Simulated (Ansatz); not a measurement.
# DyTi: relaxing a made-up structure, part 2 of 2

This structure for DyTi is made up. Its elements were placed in a known structure type with a cell scaled to their sizes. What cell does the guess relax to, and how far off was it?

Ansatz 0.2.0; DFT, PBEsol, plane-wave PAW, default files, scalar-relativistic, ferromagnetic start, cell and ions relaxed at zero pressure (the session's first sound run).

So far, absolute magnetization (μB): step 2 (relaxation of the guess) 5.82. The relaxed cell has a = 3.535 Å (conventional setting).

In doubt: a part-filled 4f shell, where there is one, can sit in one of many states, so energies may not be the lowest and differences between runs may mislead; derivatives with an open 4f shell can jump between states, which bears on forces and vibrations.

**3. Electronic structure of the relaxed cell**

With the geometry fixed, one more self-consistent run, with a narrower smearing and the mesh shown in its input, gives the bands, and its pressure, and its forces where symmetry allows any, show how far the geometry depends on these settings.

This step: DFT, PBEsol, plane-wave PAW, default files, scalar-relativistic, ferromagnetic start, bands and density of states at the relaxed cell (Ansatz 0.2.0).

Contents of input.yaml:

```yaml
crystal:
  lattice:
    - [3.5353383253, 0.0, 0.0]
    - [0.0, 3.5353383253, 0.0]
    - [0.0, 0.0, 3.5353383253]
  atoms:
    - { symbol: Dy, position: [0.5, 0.5, 0.5], spin: 4.9 }
    - { symbol: Ti, position: [0.0, 0.0, 0.0], spin: 0.6 }
magnetization:
  spin_polarized: true
kpoints:
  mp_grid: { grid: [10, 10, 10] }
  band_path:
    path:
      - [[0.0, 0.0, 0.0], [0.0, 0.5, 0.0], [0.5, 0.5, 0.0], [0.0, 0.0, 0.0], [0.5, 0.5, 0.5], [0.0, 0.5, 0.0]]
      - [[0.5, 0.5, 0.0], [0.5, 0.5, 0.5]]
    npoints: 13
scf:
  occupations: { method: fermi_dirac, width: 0.03 }
  n_extra_bands: 9
hamiltonian:
  xc: pbesol
  pseudopotentials: { kind: paw }
output:
  forces: true
  stress: true
  write_bands: true
  dos: { projected: true }
  write_density: true
  write_potential: true
  elf: true
  volumetric_format: npy
```

Command:

```bash
> ansatz run input.yaml --threads 4 --pin off --max-ram 10240MiB --backend cpu --events-out ev --progress --plain --runs-dir out
```

Numbers of over 12 decimals in the logs are rounded to 6 here.

Log:

```text
Dy: projections on atomic orbitals take those of the free atom [Kr 4d10] 4f10 5s2 5p6 5d0 6s2, of charge +0.00 (hamiltonian.pseudopotentials.projection_atoms); the dataset's partial waves leave at most 3.1e-4 of an orbital's norm unspanned inside its sphere
[...]
Crystal: 2 atoms, lattice volume = 44.187 Å³
Basis set: ecut = 420 eV, 847 PW (Γ), exchange–correlation on 48×48×48 points (8 copies of the dense FFT grid, shifted against one another)
Bands: 25, of which v1, the nominal top of the filled ones, is band 16 counted from 1 (15 counted from 0)
Symmetry: 48 space group operations
[...]
k-points: 56 of 1000
[...]
Starting moments: Σ|m| = 5.5 μB on 2 of 2 sites
[...]
SCF iter   1: F=—  HF=-12972.072049 eV  |F-HF|=—  |Δ(HF+E_count)|=         —  Δρ=6.23e-2 (↑6.23e-2 ↓3.83e-2)  dr2=5.49e0  dr2_m=1.59e-1  M=4.927 μB ∫|m|=4.927 μB  β_m=0.30  ethr=3.10e-3  ⟨swp⟩=5.9  Hψ=10643  notcnv=0
[...]
SCF iter  40: F=-12969.444364 eV  HF=-12969.444364 eV  |F-HF|=1.87e-8  |Δ(HF+E_count)|=  6.38e-10  Δρ=6.80e-6 (↑7.50e-7 ↓6.80e-6)  dr2=1.69e-8  dr2_m=4.39e-9  M=3.669 μB ∫|m|=5.802 μB  ethr=1.54e-11  ⟨swp⟩=8.5  Hψ=16246  notcnv=0
SCF 1 converged in 40 iterations: F = -12969.444364 eV  dr2 = 1.69e-8
[...]
Symmetry: 8 space group operations
k-points: 186 of 1000
SCF iter   1: F=—  HF=-12972.071842 eV  |F-HF|=—  |Δ(HF+E_count)|=         —  Δρ=6.24e-2 (↑6.24e-2 ↓3.83e-2)  dr2=5.50e0  dr2_m=1.59e-1  M=4.927 μB ∫|m|=4.927 μB  β_m=0.30  ethr=3.10e-3  ⟨swp⟩=5.9  Hψ=35127  notcnv=0
[...]
SCF iter  12: F=—  HF=-12969.298442 eV  |F-HF|=—  |Δ(HF+E_count)|=         —  Δρ=1.17e-2 (↑7.67e-4 ↓1.17e-2)  dr2=1.21e-2  dr2_m=1.42e-2  M=3.281 μB ∫|m|=6.124 μB  β_m=0.91  ethr=2.67e-5  ⟨swp⟩=3.7  Hψ=21939  notcnv=0  defer=360
[...]
iteration 12: the lowest order of the open f orbitals that was found in this iteration's bands is taken; the next order that was found lies 11 meV over it there
SCF iter  13: F=—  HF=-12969.392079 eV  |F-HF|=—  |Δ(HF+E_count)|=         —  Δρ=2.35e-2 (↑2.08e-3 ↓2.35e-2)  dr2=2.34e-1  dr2_m=6.06e-2  M=3.215 μB ∫|m|=5.909 μB  β_m=0.91  ethr=2.67e-5  ⟨swp⟩=2.9  Hψ=21772  notcnv=0  defer=349
[...]
SCF iter  30: F=-12969.482285 eV  HF=-12969.482285 eV  |F-HF|=2.69e-9  |Δ(HF+E_count)|=  7.71e-10  Δρ=2.59e-6 (↑2.86e-7 ↓2.59e-6)  dr2=2.65e-9  dr2_m=6.88e-10  M=3.723 μB ∫|m|=5.717 μB  ethr=4.45e-12  ⟨swp⟩=11.0  Hψ=57432  notcnv=0
SCF 2 converged in 30 iterations: F = -12969.482285 eV  dr2 = 2.65e-9
Symmetry: 4 space group operations
k-points: 282 of 1000
[...]
SCF iter   8: F=-12969.482285 eV  HF=-12969.482285 eV  |F-HF|=1.19e-9  |Δ(HF+E_count)|=  2.62e-10  Δρ=1.10e-6 (↑3.52e-7 ↓1.10e-6)  dr2=1.14e-9  dr2_m=7.58e-11  M=3.723 μB ∫|m|=5.717 μB  ethr=3.13e-10  ⟨swp⟩=1.0  Hψ=30493  notcnv=0
an SCF along what the orbitals of the run's state read of its open shells (or to have them read: on a GPU, or by another smearing), with 44 of the crystal's symmetry operations given up (282 k-points in place of 56), reached no lower state that the run goes on to. This is no proof of a minimum
NSCF: frozen V_eff on 80 k-points
SCF converged after 30 iterations
Magnetization: 3.7231 μB (17.8615 up, 14.1385 down)
Absolute magnetization: 5.7159 μB (∫|ρ↑−ρ↓|, with the PAW one-centre terms)
[...]
Per-site moments (μB) at R_I (Å): [(4.698066, 1.262948), (-0.791101, 1.262948)]
Free energy (F): -12969.482285 eV
[...]
Internal energy: -12969.450581 eV  (E = F + TS)
E sigma→0 (E₀):  -12969.466433 eV
Entropy (-TS):   -0.031704 eV (-15.852 meV/atom)
Fermi energy:    13.980320 eV
[...]
--- Stress (GPa, compression-positive) ---
       -0.252951      -0.123897       0.000000
       -0.123897      -0.252951       0.000000
        0.000000       0.000000      -0.990316
  P = ⅓ Tr σ = -0.4987 GPa (-4.987 kbar)
--- Band table (eV; the first three rows and the last of 372) ---
  k-point 0 ↑: bands = [... 12 lower, 10.4514, 10.9129, 11.0257, 11.1096, 12.1226, 12.1365, 15.4169, 15.4454, ... 5 higher]
  k-point 1 ↑: bands = [... 12 lower, 10.4499, 10.9181, 11.0254, 11.1040, 12.2419, 12.2425, 15.4015, 15.4325, ... 5 higher]
  k-point 2 ↑: bands = [... 12 lower, 10.4550, 10.9320, 11.0246, 11.0904, 12.5322, 12.5464, 15.3733, 15.4047, ... 5 higher]
  k-point 185 ↓: bands = [... 12 lower, 13.8271, 13.8369, 13.8810, 13.9941, 14.0065, 14.4920, 14.6248, 14.6289, ... 5 higher]
```

Run time: 56 s. Hardware: 4 threads of Intel Xeon 6975P-C (Granite Rapids), shared host; peak memory 1.8 GiB.

Numbers from this step:

- free energy: -12969.4823 eV
- energy at zero smearing: -12969.4664 eV
- smearing term TS: 0.03170 eV
- Fermi energy: 13.98 eV
- magnetization: 3.723 μB
- absolute magnetization: 5.716 μB
- site moments: 4.698, -0.7911 μB
- symmetry operations: 8
- pressure: -0.4987 GPa

bands.tsv at the labelled points (eV, zero at the Fermi level; the bands that come nearest the Fermi level along the path):

```
point  band_17_up  band_18_up  band_11_dn  band_12_dn  band_13_dn  band_14_dn  band_15_dn  band_16_dn
    Γ       -1.84        1.44       -0.06       -0.03        0.01        0.53        0.54        0.58
    X        0.18        0.73       -0.21       -0.20       -0.11        0.12        0.62        0.70
    M        0.07        0.10       -0.40       -0.18       -0.06       -0.03        0.39        0.54
    Γ       -1.84        1.44       -0.06       -0.03        0.01        0.53        0.54        0.58
    R       -0.56        0.44       -0.18       -0.15       -0.14       -0.10        0.01        0.03
    X        0.18        0.73       -0.21       -0.20       -0.11        0.12        0.62        0.70
    M        0.07        0.10       -0.40       -0.18       -0.06       -0.03        0.39        0.54
    R       -0.56        0.44       -0.18       -0.15       -0.14       -0.10        0.01        0.03
```

Site moment by atom:

```
atom  site moment (μB)
 Dy1              4.70
 Ti2             -0.79
```

Spin density in the ac plane at fractional y = 0.000, with atoms of Ti within 0.2 Å of it.

Ten even steps from '0' (-0.59 e/Å³) to '9' (0.00 e/Å³), each cell a mean:
```
13699999999863
66789999999876
98899999999988
99999999999999
99999999999999
99999999999999
99999999999999
99999999999999
99999999999999
99999999999999
99899999999989
76789999999876
24699999999863
02699999999961
```
Columns run along a (3.5 Å), rows up along c (3.5 Å). Atoms in or near the plane, at fractional coordinates: Ti at (0.00, 0.00).

ELF of down spins in the ac plane at fractional y = 0.000, with atoms of Ti within 0.2 Å of it. It is the smooth field of the valence electrons, not physical close to the nuclei.

Ten even steps from '_' (0.04) to '@' (0.63), each cell a mean:
```
::**%%++::==%%@@##--::**%%++
%%%%##--::==%%@@##==::==%%%%
##**==::--++##%%##++::::==**
::::::::==++******++==::::::
----==++++++======++++++==--
########**==--::--==**######
@@@@@@%%**==::::::==**%%@@@@
%%%%%%##**==::::--==**%%%%%%
--==++++++++==--==++**++====
::::::--==++++++++++==--::::
**++--::--++##%%##++::::--++
%%%%##--::==%%@@##==::==##@@
--##%%++::==%%@@##--::**%%**
__--%%**::--##@@##--::##%%::
```
Columns run along a (3.5 Å), rows up along c (3.5 Å). Atoms in or near the plane, at fractional coordinates: Ti at (0.00, 0.00).

Valence density in the ac plane at fractional y = 0.000, with atoms of Ti within 0.2 Å of it. It is the smooth field of the valence electrons, not physical close to the nuclei.

Ten even steps from '0' (0 e/Å³) to '9' (10 e/Å³), each cell a mean:
```
97300000000147
54100000000024
11000000000001
00000000000000
00000000000000
00000000000000
00000000000000
00000000000000
00000000000000
00000000000000
10000000000000
43100000000013
86300000000147
98410000000159
```
Columns run along a (3.5 Å), rows up along c (3.5 Å). Atoms in or near the plane, at fractional coordinates: Ti at (0.00, 0.00).

**4. What came out**

```
space group, relaxed : Pm-3m
conventional cell    : a = 3.535, b = 3.535, c = 3.535 Å; α = 90.0°, β = 90.0°, γ = 90.0°
volume per atom      : 22.09 Å³ (guess 23.08)
total moment         : 5.82 μB in the cell of 2 atoms
```

In words: DyTi relaxes to Pm-3m with a = 3.535, b = 3.535 and c = 3.535 Å. The guessed volume was 4 % too large. The space group Pm-3m was held in the relaxation, so the end point is a stationary structure within it and may be a saddle against distortions or other arrangements. The input starts from parallel moments, and no other start was typed. The f shell may be open and has no Hubbard U, so its place in energy and the volume are uncertain. The electronic state may lie above the lowest one. Bands cross the Fermi level, so it is a metal or semimetal at this level. On the 10×10×10 mesh with the narrower smearing (relaxed on 8×8×8) the forces vanish, as symmetry may demand, and the largest stress component is 0.990 GPa, against the relaxation's thresholds of 0.015 eV/Å and 0.05 GPa. The moment goes from 5.82 to 3.72 μB between the two runs, so it isn't converged. The cutoff wasn't tested. Spin-orbit coupling is left out, which can matter for elements this heavy. No dispersion term is used, so weakly bound directions may come out too long. Nothing here tests whether the compound is stable against decomposition.

[Logs are printed without paths, hosts, clocks, repeated set-up lines and the standing remarks that a program may print on its own settings, such as how far it seeks lower states.]

[Hosts, paths, dates, database ids (printed as entryN), source tags and the programs' standing remarks are cut or masked in the printed files.]
